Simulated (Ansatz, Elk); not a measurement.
# Bonding as seen by X-rays: FeCu2, part 2 of 2

The structure of FeCu2 used here is made up (a known structure type with other elements) and was relaxed beforehand with PBE. The aim is the Fourier transform of its all-electron density, F(hkl), set beside the sum over free spherical atoms that refinements use.

Elk 11.2.3 (patched build); all-electron DFT.

So far: Starting point; Ground state and structure factors; The magnetisation density; The highest occupied states alone.

The structure was built from a prototype and need not be the compound's stable phase.

### Step 5. Another functional

Level of this step: DFT, PBEsol, all-electron APW+lo, Dirac cores, scalar-relativistic bands, static density, ferromagnetic start (Elk).

The difference from free atoms is small, so it is set against the change that PBEsol makes.

The input, elk.in:

```
tasks
  0
  195
  196

xctype
  22

spinpol
  .true.

rgkmax
  7.0

gmaxvr
  14.0

lmaxo
  7

lmaxapw
  8

swidth
  0.002

tshift
  .false.

ramdisk
  .false.

hmaxvr
  5.5

maxscl
  120

epspot
  1e-06

reducebf
  0.8

sppath
  './'

avec
  -2.39962118204 2.39962118204 10.48855108514
  2.39962118204 -2.39962118204 10.48855108514
  2.39962118204 2.39962118204 -10.48855108514

atoms
  2
  'Cu.in'
  2
  0.6666936596 0.6666936596 -0.0000000000   0.000000 0.000000 0.000000
  0.3333063404 0.3333063404 -0.0000000000   0.000000 0.000000 0.000000
  'Fe.in'
  1
  -0.0000000000 -0.0000000000 0.0000000000   0.000000 0.000000 -0.130000

ngridk
  10 10 10
```

Command:

```
OMP_NUM_THREADS=4 elk
```

Numbers of over 12 decimals in the logs are rounded to 6 here.

The log of the run:

```text
┌─────────────────────────┐
│ Elk code version 11.2.3 │
└─────────────────────────┘

All units are atomic (Hartree, Bohr, etc.)

┌─────────────────────────────────────────────────┐
│ Ground-state run starting from atomic densities │
└─────────────────────────────────────────────────┘

Lattice vectors :
  -2.399621182       2.399621182       10.48855109
   2.399621182      -2.399621182       10.48855109
   2.399621182       2.399621182      -10.48855109

Reciprocal lattice vectors :
 -0.1969665922E-16   1.309203585      0.2995258952
[...]
total charge                :    84.00000000
 error                       :   0.1127334800E-02

Moments :
 interstitial                :  -0.4025428461E-01
 muffin-tins
  species : 1 (Cu)
[...]
atom 2                    :   0.2699521777E-01
  species : 2 (Fe)
   atom 1                    :    2.606085977
 total in muffin-tins        :    2.660076412
 total moment                :    2.619822128

┌──────────────────────────────┐
│ Self-consistent loop stopped │
└──────────────────────────────┘

Warning : core states of species 1 leak from the muffin-tin :   0.1860936797E-03

Wrote STATE.OUT
[key lines of the parts left out:]
total energy                :     -4579.0042522435
```

Wall time 5.6 min (4 threads of Intel Xeon Platinum 8488C (Sapphire Rapids), shared host); peak memory 0.42 GiB; 21 min of CPU time.

Against the first run R = 0.03 %; the largest change is -0.031 at 006. The moment goes from 2.62 to 2.62 μB.

### Step 6. Basis size

The basis and the expansions that go with it are enlarged, to see whether the differences are converged.

elk.in, as its differences from that of step 5:

```diff
@@ -6,3 +6,3 @@
 xctype
-  22
+  20
 
@@ -12,12 +12,12 @@
 rgkmax
-  7.0
+  8.5
 
 gmaxvr
-  14.0
+  18.0
 
 lmaxo
-  7
+  9
 
 lmaxapw
-  8
+  10
```

Command:

```
OMP_NUM_THREADS=4 elk
```

The log of the run:

```text
┌─────────────────────────┐
│ Elk code version 11.2.3 │
└─────────────────────────┘

All units are atomic (Hartree, Bohr, etc.)

┌─────────────────────────────────────────────────┐
│ Ground-state run starting from atomic densities │
└─────────────────────────────────────────────────┘

Lattice vectors :
  -2.399621182       2.399621182       10.48855109
   2.399621182      -2.399621182       10.48855109
   2.399621182       2.399621182      -10.48855109

Reciprocal lattice vectors :
 -0.1969665922E-16   1.309203585      0.2995258952
[...]
error                       :   0.3582696636E-03

Moments :
 interstitial                :  -0.4991376307E-01
 muffin-tins
  species : 1 (Cu)
[...]
atom 2                    :   0.2352456080E-01
  species : 2 (Fe)
   atom 1                    :    2.620362522
 total in muffin-tins        :    2.667411643
 total moment                :    2.617497880

RMS change in Kohn-Sham potential (target) :   0.8626937394E-06 (  0.1000000000E-05)
Absolute change in total energy (target)   :   0.8658438674E-05 (  0.1000000000E-03)

Convergence targets achieved

┌──────────────────┐
│ Loop number : 24 │
└──────────────────┘
[key lines of the parts left out:]
total energy                :     -4582.8594919975
```

Wall time 9.5 min (4 threads); peak memory 0.51 GiB; 36 min of CPU time.

### Step 7. A coarser k-mesh

About half the k-points along each axis test the sampling.

elk.in, as its differences from that of step 6:

```diff
@@ -12,12 +12,12 @@
 rgkmax
-  8.5
+  7.0
 
 gmaxvr
-  18.0
+  14.0
 
 lmaxo
-  9
+  7
 
 lmaxapw
-  10
+  8
 
@@ -63,2 +63,2 @@
 ngridk
-  10 10 10
+  5 5 5
```

Command:

```
OMP_NUM_THREADS=4 elk
```

The log of the run:

```text
┌─────────────────────────┐
│ Elk code version 11.2.3 │
└─────────────────────────┘

All units are atomic (Hartree, Bohr, etc.)

┌─────────────────────────────────────────────────┐
│ Ground-state run starting from atomic densities │
└─────────────────────────────────────────────────┘

Lattice vectors :
  -2.399621182       2.399621182       10.48855109
   2.399621182      -2.399621182       10.48855109
   2.399621182       2.399621182      -10.48855109

Reciprocal lattice vectors :
 -0.1969665922E-16   1.309203585      0.2995258952
[...]
total charge                :    84.00000000
 error                       :   0.7881936878E-03

Moments :
 interstitial                :  -0.2444386431E-01
 muffin-tins
  species : 1 (Cu)
[...]
atom 2                    :   0.6146932748E-01
  species : 2 (Fe)
   atom 1                    :    2.689911909
 total in muffin-tins        :    2.812850564
 total moment                :    2.788406699

┌──────────────────────────────┐
│ Self-consistent loop stopped │
└──────────────────────────────┘

Warning : core states of species 1 leak from the muffin-tin :   0.1824101277E-03

Wrote STATE.OUT
[key lines of the parts left out:]
total energy                :     -4582.8455189565
```

Elapsed: 74 s, on 4 threads; peak memory 0.43 GiB.

Against the first run R = 0.05 %; the largest change is -0.026 at 008. The moment goes from 2.62 to 2.79 μB.

### Step 8. Settings against the effect

```
          run  R against the first run (%)  R against neutral atoms, low angle (%)  wall time
PBE, rgkmax 7                         0.00                                    1.88    5.6 min
       PBEsol                         0.03                                    1.92    5.6 min
 k-mesh 5×5×5                         0.05                                    1.88       74 s
```

### Step 9. Outcome

- R against neutral atoms, sin θ/λ < 0.3 Å⁻¹: 1.88 %
- R against neutral atoms, 0.3 to 0.82 Å⁻¹: 0.54 %
- magnetic form factor over free-ion ⟨j0⟩, 0.12 to 0.35 Å⁻¹: 1.06

Independent neutral atoms miss the calculated amplitudes by R = 1.88 % below 0.3 Å⁻¹ and 0.54 % from there to 0.82 Å⁻¹; by shells, 8.36 % below 0.15 Å⁻¹ (1 form), 1.83 % 0.15 to 0.3 (7 forms), 0.74 % 0.3 to 0.45 (8 forms), 0.52 % above 0.45 (58 forms). Bonding, aspherical density and the tables' own atoms all enter these figures, and the runs don't part them. The largest change of an amplitude is -0.85 electrons, at 103. The magnetic order is that of the start. No other order was tried here, and an antiferromagnetic one would change or move the magnetic intensity. Between 0.12 and 0.35 Å⁻¹ the magnetic form factor is 1.06 times the free-ion one. The sphere holds 2.62 of the 2.62 μB; that share, the choice of ion, the size of the d shell and its asphericity all move this ratio. The window's part falls from 30.0 electrons at the origin to at most 6.34 between 0.45 and 0.82 Å⁻¹, where compact states inside the window still scatter. Below 0.3 Å⁻¹ the changes that finished (PBEsol and k-mesh 5×5×5) move F by R = 0.04 % at most, against the 1.88 % that separates it from free atoms. The magnetic factors move by R = 0.8 % (PBEsol) and 2.9 % (k-mesh 5×5×5), so they aren't settled to better than that. The basis has no finished test. Part of the difference isn't bonding: the tables are fits to free atoms and ions calculated by other methods than this functional. Thermal motion, anomalous dispersion and extinction are left out.

[Logs are printed without paths, hosts, clocks, repeated set-up lines and the standing remarks that a program may print on its own settings, such as how far it seeks lower states.]

[Hosts, paths, dates, database ids (printed as entryN), source tags and the programs' standing remarks are cut or masked in the printed files.]
